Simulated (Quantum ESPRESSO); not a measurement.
# Optical response of BN (Qingsongite), part 2 of 3

Wanted: where BN (Qingsongite) starts to absorb, how strongly, and its refractive index.

Quantum ESPRESSO 7.5; DFT, PBE, plane waves with norm-conserving potentials (PseudoDojo), scalar-relativistic, independent-particle optical response without local fields and without the non-local commutator.

So far. Step 2 (Ground state): There is a gap, 4.64 eV on this mesh (points off the mesh can give less), so no carriers' term is needed.

## Step 3: Ground state with the final occupations

Level of this step: DFT, PBE, plane waves with norm-conserving potentials (PseudoDojo), scalar-relativistic, ground state (Quantum ESPRESSO).

The ground state once more, with the occupations that the first run showed to fit.

scf.in

```
&control
  calculation = 'scf'
  prefix = 'x'
  outdir = './tmp'
  pseudo_dir = './'
  verbosity = 'high'
/
&system
  ibrav = 0
  nat = 2
  ntyp = 2
  ecutwfc = 90
  occupations = 'fixed'
/
&electrons
  conv_thr = 1e-09
  electron_maxstep = 100
/
ATOMIC_SPECIES
  N 1.0 N.upf
  B 1.0 B.upf
CELL_PARAMETERS angstrom
  0.000000000000 1.807500000000 1.807500000000
  1.807500000000 0.000000000000 1.807500000000
  1.807500000000 1.807500000000 0.000000000000
ATOMIC_POSITIONS crystal
  N 0.750000000000 0.750000000000 0.750000000000
  B 0.000000000000 0.000000000000 0.000000000000
K_POINTS automatic
  11 11 11 0 0 0
```

Command:

```sh
$ mpirun -n 4 pw.x -nk 4 -in scf.in
```

What it wrote:

```text
[banner, memory and clock lines left out]

     using ibrav=0 with symmetry is DISCOURAGED, use correct ibrav instead

     G-vector sticks info

     bravais-lattice index     =            0
     lattice parameter (alat)  =       4.8305  a.u.
     unit-cell volume          =      79.7006 (a.u.)^3
     number of atoms/cell      =            2
     number of atomic types    =            2
     number of electrons       =         8.00
     number of Kohn-Sham states=            4
     kinetic-energy cutoff     =      90.0000  Ry
     charge density cutoff     =     360.0000  Ry
     scf convergence threshold =      1.0E-09
     mixing beta               =       0.7000
     number of iterations used =            8  plain     mixing
     Exchange-correlation= PBE
                           (   1   4   3   4   0   0   0)

     celldm(1)=   4.830501  celldm(2)=   0.000000  celldm(3)=   0.000000
     celldm(4)=   0.000000  celldm(5)=   0.000000  celldm(6)=   0.000000

     crystal axes: (cart. coord. in units of alat)
               a(1) = (   0.000000   0.707107   0.707107 )
               a(2) = (   0.707107   0.000000   0.707107 )
               a(3) = (   0.707107   0.707107   0.000000 )

     reciprocal axes: (cart. coord. in units 2 pi/alat)
               b(1) = ( -0.707107  0.707107  0.707107 )
               b(2) = (  0.707107 -0.707107  0.707107 )
               b(3) = (  0.707107  0.707107 -0.707107 )

     ./N.upf
     Pseudo is Norm-conserving + core correction, Zval =  5.0
     Generated using ONCVPSP code by D. R. Hamann
     Using radial grid of 1058 points,  4 beta functions with:
                l(1) =   0
                l(2) =   0
                l(3) =   1
                l(4) =   1

     ./B.upf
     Pseudo is Norm-conserving + core correction, Zval =  3.0
     Generated using ONCVPSP code by D. R. Hamann
     Using radial grid of 1534 points,  4 beta functions with:
                l(1) =   0
                l(2) =   0
                l(3) =   1
                l(4) =   1

     atomic species   valence    mass     pseudopotential
     N                 5.00     1.00000     N ( 1.00)
     B                 3.00     1.00000     B ( 1.00)

     24 Sym. Ops. (no inversion) found

                                    s                        frac. trans.

     [... symmetry matrices left out ...]
   Cartesian axes

     site n.     atom                  positions (alat units)
         1        N      tau(   1) = (   1.0606602   1.0606602   1.0606602  )
         2        B      tau(   2) = (   0.0000000   0.0000000   0.0000000  )

   Crystallographic axes

     site n.     atom                  positions (cryst. coord.)
         1        N      tau(   1) = (  0.7500000  0.7500000  0.7500000  )
         2        B      tau(   2) = (  0.0000000  0.0000000  0.0000000  )

     number of k points=    56
                       cart. coord. in units 2pi/alat
        k(    1) = (   0.0000000   0.0000000   0.0000000), wk =   0.0015026
        k(    2) = (   0.0642824   0.0642824  -0.0642824), wk =   0.0120210
        k(    3) = (   0.1285649   0.1285649  -0.1285649), wk =   0.0120210
        k(    4) = (   0.1928473   0.1928473  -0.1928473), wk =   0.0120210
        k(    5) = (   0.2571297   0.2571297  -0.2571297), wk =   0.0120210
        k(    6) = (   0.3214122   0.3214122  -0.3214122), wk =   0.0120210
        k(    7) = (   0.1285649   0.0000000  -0.0000000), wk =   0.0090158
        k(    8) = (   0.1928473   0.0642824  -0.0642824), wk =   0.0360631
        k(    9) = (   0.2571297   0.1285649  -0.1285649), wk =   0.0360631
        k(   10) = (   0.3214122   0.1928473  -0.1928473), wk =   0.0360631
        k(   11) = (   0.3856946   0.2571297  -0.2571297), wk =   0.0360631
        k(   12) = (  -0.2571297  -0.3856946   0.3856946), wk =   0.0360631
        k(   13) = (  -0.1928473  -0.3214122   0.3214122), wk =   0.0360631
        k(   14) = (  -0.1285649  -0.2571297   0.2571297), wk =   0.0360631
        k(   15) = (  -0.0642824  -0.1928473   0.1928473), wk =   0.0360631
        k(   16) = (  -0.0000000  -0.1285649   0.1285649), wk =   0.0180316
[...]
cryst. coord.
[...]
k(   49) = (   0.0909091   0.3636364  -0.3636364), wk =   0.0721262
        k(   50) = (   0.0909091   0.3636364  -0.2727273), wk =   0.0360631
        k(   51) = (   0.0909091   0.4545455  -0.4545455), wk =   0.0360631
        k(   52) = (   0.0909091   0.4545455  -0.3636364), wk =   0.0360631
        k(   53) = (   0.1818182   0.3636364  -0.4545455), wk =   0.0360631
        k(   54) = (   0.1818182   0.3636364  -0.3636364), wk =   0.0721262
        k(   55) = (   0.1818182   0.4545455  -0.3636364), wk =   0.0360631
        k(   56) = (   0.1818182   0.4545455  -0.2727273), wk =   0.0360631

     Dense  grid:     9257 G-vectors     FFT dimensions: (  30,  30,  30)

     Initial potential from superposition of free atoms

     starting charge       7.9997, renormalised to       8.0000
     Starting wfcs are    8 randomized atomic wfcs

     Self-consistent Calculation

     iteration #  1     ecut=    90.00 Ry     beta= 0.70
     Davidson diagonalization with overlap

            48 MiB given to the printing process from OS
            10 MiB allocation reported by mallinfo(arena+hblkhd)
------------------
     ethr =  1.00E-02,  avg # of iterations =  2.0

     total energy              =     -26.73918068 Ry
     estimated scf accuracy    <       0.21593022 Ry

     iteration #  2     ecut=    90.00 Ry     beta= 0.70
     Davidson diagonalization with overlap

            48 MiB given to the printing process from OS
            13 MiB allocation reported by mallinfo(arena+hblkhd)
------------------
     ethr =  2.70E-03,  avg # of iterations =  2.0

     total energy              =     -26.80162049 Ry
     estimated scf accuracy    <       0.04547494 Ry

     iteration #  3     ecut=    90.00 Ry     beta= 0.70
     Davidson diagonalization with overlap

            48 MiB given to the printing process from OS
            13 MiB allocation reported by mallinfo(arena+hblkhd)
------------------
     ethr =  5.68E-04,  avg # of iterations =  1.4

     total energy              =     -26.80237589 Ry
     estimated scf accuracy    <       0.00461551 Ry

     iteration #  4     ecut=    90.00 Ry     beta= 0.70
     Davidson diagonalization with overlap

            48 MiB given to the printing process from OS
            13 MiB allocation reported by mallinfo(arena+hblkhd)
------------------
     ethr =  5.77E-05,  avg # of iterations =  3.5

     total energy              =     -26.80509569 Ry
     estimated scf accuracy    <       0.00653809 Ry

     iteration #  5     ecut=    90.00 Ry     beta= 0.70
     Davidson diagonalization with overlap

            48 MiB given to the printing process from OS
            14 MiB allocation reported by mallinfo(arena+hblkhd)
------------------
     ethr =  5.77E-05,  avg # of iterations =  2.0

     total energy              =     -26.80494225 Ry
     estimated scf accuracy    <       0.00092889 Ry

     iteration #  6     ecut=    90.00 Ry     beta= 0.70
     Davidson diagonalization with overlap

            48 MiB given to the printing process from OS
            14 MiB allocation reported by mallinfo(arena+hblkhd)
------------------
     ethr =  1.16E-05,  avg # of iterations =  3.9

     total energy              =     -26.80556006 Ry
     estimated scf accuracy    <       0.00114687 Ry

     iteration #  7     ecut=    90.00 Ry     beta= 0.70
     Davidson diagonalization with overlap

            48 MiB given to the printing process from OS
            14 MiB allocation reported by mallinfo(arena+hblkhd)
------------------
     ethr =  1.16E-05,  avg # of iterations =  1.1

     total energy              =     -26.80550332 Ry
     estimated scf accuracy    <       0.00030832 Ry

     iteration #  8     ecut=    90.00 Ry     beta= 0.70
     Davidson diagonalization with overlap

            48 MiB given to the printing process from OS
            14 MiB allocation reported by mallinfo(arena+hblkhd)
------------------
     ethr =  3.85E-06,  avg # of iterations =  2.0

     total energy              =     -26.80554533 Ry
     estimated scf accuracy    <       0.00002532 Ry

     iteration #  9     ecut=    90.00 Ry     beta= 0.70
     Davidson diagonalization with overlap

            48 MiB given to the printing process from OS
            15 MiB allocation reported by mallinfo(arena+hblkhd)
------------------
     ethr =  3.17E-07,  avg # of iterations =  4.3

     total energy              =     -26.80557885 Ry
     estimated scf accuracy    <       0.00004098 Ry

     iteration # 10     ecut=    90.00 Ry     beta= 0.70
     Davidson diagonalization with overlap

            48 MiB given to the printing process from OS
            15 MiB allocation reported by mallinfo(arena+hblkhd)
------------------
     ethr =  3.17E-07,  avg # of iterations =  1.0

     total energy              =     -26.80556282 Ry
     estimated scf accuracy    <       0.00003064 Ry

     iteration # 11     ecut=    90.00 Ry     beta= 0.70
     Davidson diagonalization with overlap

            48 MiB given to the printing process from OS
            15 MiB allocation reported by mallinfo(arena+hblkhd)
------------------
     ethr =  3.17E-07,  avg # of iterations =  2.0

     total energy              =     -26.80556933 Ry
     estimated scf accuracy    <       0.00000006 Ry

     iteration # 12     ecut=    90.00 Ry     beta= 0.70
     Davidson diagonalization with overlap

            48 MiB given to the printing process from OS
            15 MiB allocation reported by mallinfo(arena+hblkhd)
------------------
     ethr =  7.06E-10,  avg # of iterations =  7.4

     total energy              =     -26.80556969 Ry
     estimated scf accuracy    <       0.00000120 Ry

     iteration # 13     ecut=    90.00 Ry     beta= 0.70
     Davidson diagonalization with overlap

            48 MiB given to the printing process from OS
            15 MiB allocation reported by mallinfo(arena+hblkhd)
------------------
     ethr =  7.06E-10,  avg # of iterations =  3.2

     total energy              =     -26.80556963 Ry
     estimated scf accuracy    <       0.00000024 Ry

     iteration # 14     ecut=    90.00 Ry     beta= 0.70
     Davidson diagonalization with overlap

            48 MiB given to the printing process from OS
            15 MiB allocation reported by mallinfo(arena+hblkhd)
------------------
     ethr =  7.06E-10,  avg # of iterations =  3.2

     total energy              =     -26.80556970 Ry
     estimated scf accuracy    <          1.8E-09 Ry

     iteration # 15     ecut=    90.00 Ry     beta= 0.70
     Davidson diagonalization with overlap

            48 MiB given to the printing process from OS
            15 MiB allocation reported by mallinfo(arena+hblkhd)
------------------
     ethr =  2.25E-11,  avg # of iterations =  5.6

     total energy              =     -26.80556969 Ry
     estimated scf accuracy    <       0.00000003 Ry

     iteration # 16     ecut=    90.00 Ry     beta= 0.70
     Davidson diagonalization with overlap

            48 MiB given to the printing process from OS
            15 MiB allocation reported by mallinfo(arena+hblkhd)
------------------
     ethr =  2.25E-11,  avg # of iterations =  4.6

     End of self-consistent calculation

          k = 0.0000 0.0000 0.0000 (  1139 PWs)   bands (ev):

    -9.0544  11.1563  11.1563  11.1563

     occupation numbers
     1.0000   1.0000   1.0000   1.0000

          k = 0.0643 0.0643-0.0643 (  1167 PWs)   bands (ev):

    -8.8534  10.0908  10.9436  10.9436

     occupation numbers
     1.0000   1.0000   1.0000   1.0000

          k = 0.1286 0.1286-0.1286 (  1167 PWs)   bands (ev):

    -8.2593   7.7155  10.4432  10.4432

     occupation numbers
     1.0000   1.0000   1.0000   1.0000

          k = 0.1928 0.1928-0.1928 (  1152 PWs)   bands (ev):

    -7.3076   5.0157   9.8970   9.8970

     occupation numbers
     1.0000   1.0000   1.0000   1.0000

          k = 0.2571 0.2571-0.2571 (  1155 PWs)   bands (ev):

    -6.1046   2.5134   9.4698   9.4698

     occupation numbers
     1.0000   1.0000   1.0000   1.0000

          k = 0.3214 0.3214-0.3214 (  1164 PWs)   bands (ev):

    -5.0236   0.7507   9.2413   9.2413

     occupation numbers
     1.0000   1.0000   1.0000   1.0000

          k = 0.1286 0.0000-0.0000 (  1163 PWs)   bands (ev):

    -8.7865  10.4604  10.5163  10.5163

     occupation numbers
     1.0000   1.0000   1.0000   1.0000

          k = 0.1928 0.0643-0.0643 (  1164 PWs)   bands (ev):

    -8.3237   8.5223   9.8939  10.3755

     occupation numbers
     1.0000   1.0000   1.0000   1.0000

     [... further k points left out ...]

     highest occupied level (ev):    11.1563

!    total energy              =     -26.80556969 Ry
     estimated scf accuracy    <          6.6E-10 Ry

     The total energy is the sum of the following terms:
     one-electron contribution =       4.69559867 Ry
     hartree contribution      =       3.58380951 Ry
     xc contribution           =      -8.74419197 Ry
     ewald contribution        =     -26.34078590 Ry

     convergence has been achieved in  16 iterations

     XML data file, charge density, pseudopotentials, collected wavefunctions

                                        0.00s GPU  (     965 calls)
```

It took 2.7 s on 4 MPI ranks of Arm Neoverse V2, shared host; peak memory 0.05 GiB; 10 s of CPU time.

## Step 4: Bands on the whole mesh, 16×16×16

The response needs many more empty bands than the density does.

This step: DFT, PBE, plane waves with norm-conserving potentials (PseudoDojo), scalar-relativistic, bands at fixed density (Quantum ESPRESSO 7.5).

nscf.in, as its differences from scf.in of step 3:

```diff
@@ -1,3 +1,3 @@
 &control
-  calculation = 'scf'
+  calculation = 'nscf'
   prefix = 'x'
@@ -5,3 +5,2 @@
   pseudo_dir = './'
-  verbosity = 'high'
 /
@@ -13,2 +12,5 @@
   occupations = 'fixed'
+  nbnd = 12
+  nosym = .true.
+  noinv = .true.
 /
@@ -17,2 +19,3 @@
   electron_maxstep = 100
+  diago_full_acc = .true.
 /
@@ -29,2 +32,2 @@
 K_POINTS automatic
-  11 11 11 0 0 0
+  16 16 16 0 0 0
```

Command:

```sh
$ mpirun -n 4 pw.x -nk 4 -in nscf.in
```

What it wrote:

```text
[banner, memory and clock lines left out]

     Atomic positions and unit cell read from directory:

     G-vector sticks info

     bravais-lattice index     =            0
     lattice parameter (alat)  =       4.8305  a.u.
     unit-cell volume          =      79.7006 (a.u.)^3
     number of atoms/cell      =            2
     number of atomic types    =            2
     number of electrons       =         8.00
     number of Kohn-Sham states=           12
     kinetic-energy cutoff     =      90.0000  Ry
     charge density cutoff     =     360.0000  Ry
     Exchange-correlation= PBE
                           (   1   4   3   4   0   0   0)

     celldm(1)=   4.830501  celldm(2)=   0.000000  celldm(3)=   0.000000
     celldm(4)=   0.000000  celldm(5)=   0.000000  celldm(6)=   0.000000

     crystal axes: (cart. coord. in units of alat)
               a(1) = (   0.000000   0.707107   0.707107 )
               a(2) = (   0.707107   0.000000   0.707107 )
               a(3) = (   0.707107   0.707107   0.000000 )

     reciprocal axes: (cart. coord. in units 2 pi/alat)
               b(1) = ( -0.707107  0.707107  0.707107 )
               b(2) = (  0.707107 -0.707107  0.707107 )
               b(3) = (  0.707107  0.707107 -0.707107 )

     ./N.upf
     Pseudo is Norm-conserving + core correction, Zval =  5.0
     Generated using ONCVPSP code by D. R. Hamann
     Using radial grid of 1058 points,  4 beta functions with:
                l(1) =   0
                l(2) =   0
                l(3) =   1
                l(4) =   1

     ./B.upf
     Pseudo is Norm-conserving + core correction, Zval =  3.0
     Generated using ONCVPSP code by D. R. Hamann
     Using radial grid of 1534 points,  4 beta functions with:
                l(1) =   0
                l(2) =   0
                l(3) =   1
                l(4) =   1

     atomic species   valence    mass     pseudopotential
     N                 5.00     1.00000     N ( 1.00)
     B                 3.00     1.00000     B ( 1.00)

     No symmetry found

   Cartesian axes

     site n.     atom                  positions (alat units)
         1        N      tau(   1) = (   1.0606602   1.0606602   1.0606602  )
         2        B      tau(   2) = (   0.0000000   0.0000000   0.0000000  )

     number of k points=  4096

     Number of k-points >= 100: set verbosity='high' to print them.

     Dense  grid:     9257 G-vectors     FFT dimensions: (  30,  30,  30)

     The potential is recalculated from file :

     Starting wfcs are    8 randomized atomic wfcs +    4 random wfcs

     Band Structure Calculation
     Davidson diagonalization with overlap

     ethr =  1.25E-11,  avg # of iterations = 21.8

     End of band structure calculation

     Number of k-points >= 100: set verbosity='high' to print the bands.

     highest occupied, lowest unoccupied level (ev):    11.1561   15.6901

     XML data file, pseudopotentials, collected wavefunctions

                                        0.00s GPU  (   25322 calls)

[... left out ...]
ulation
     Davidson diagonalization with overlap

     ethr =  1.25E-11,  avg # of iterations = 21.8

     End of band structure calculation

     Number of k-points >= 100: set verbosity='high' to print the bands.

     highest occupied, lowest unoccupied level (ev):    11.1561   15.6901

     XML data file, pseudopotentials, collected wavefunctions

                                        0.00s GPU  (   25322 calls)
```

The job ended after 1.8 min (4 MPI ranks; peak memory 0.05 GiB).

(Continued in part 3 of 3.)

[Machine, clock, banner and «Message from routine» lines are left out of the logs.]

[Logs are printed without paths, hosts, clocks, repeated set-up lines and the standing remarks that a program may print on its own settings, such as how far it seeks lower states.]

[Hosts, paths, dates, database ids (printed as entryN), source tags and the programs' standing remarks are cut or masked in the printed files.]
